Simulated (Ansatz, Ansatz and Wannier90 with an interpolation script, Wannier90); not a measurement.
An input for Ansatz 0.2.0 (InP (F-43m)):

```yaml
crystal:
  lattice:
    - [0.0, 2.9305, 2.9305]
    - [2.9305, 0.0, 2.9305]
    - [2.9305, 2.9305, 0.0]
  atoms:
    - { symbol: In, position: [0.0, 0.0, 0.0] }
    - { symbol: P, position: [0.75, 0.75, 0.75] }
kpoints:
  mp_grid: { grid: [8, 8, 8] }
hamiltonian:
  xc: r2scan
scf:
  occupations: { method: fixed }
gw:
  n_empty_bands: 107
  ecut_chi: 96
  qp_bands: [v3, c2]
  screening: { model: contour_deformation }
```

The database entry behind the starting cell differs from later determinations by our own check (0.1 to 0.3 % short, probably kX units), so it need not match the best structure at ambient conditions.

```sh
ansatz run input.yaml --threads 12 --pin off --max-ram 22118MiB --backend cpu --events-out ev --progress --plain --runs-dir out
```

How long will it take on 12 threads of Arm Neoverse V2, shared host, and how much memory?

It took 2.2 min; on shared hardware allow 66 s to 4.4 min. Peak host memory was 1.0 GiB. The sizes that set the cost: 1243 plane waves a state, 29 irreducible k points, 116 bands summed, 113 plane waves in the screening and 6 SCF cycles.

The screening grows as filled bands × empty bands × pairs of k points, times the square of the screening basis for the matrix.

[Paths, hosts, dates, memory and timing lines, banners, echoed tables and standing remarks are left out of the program output.]

[Logs are printed without paths, hosts, clocks, repeated set-up lines and the standing remarks that a program may print on its own settings, such as how far it seeks lower states.]

[Runs of the session that timed out or met a known fault of the program may be left out.]

[Hosts, paths, dates, database ids (printed as entryN), source tags and the programs' standing remarks are cut or masked in the printed files.]
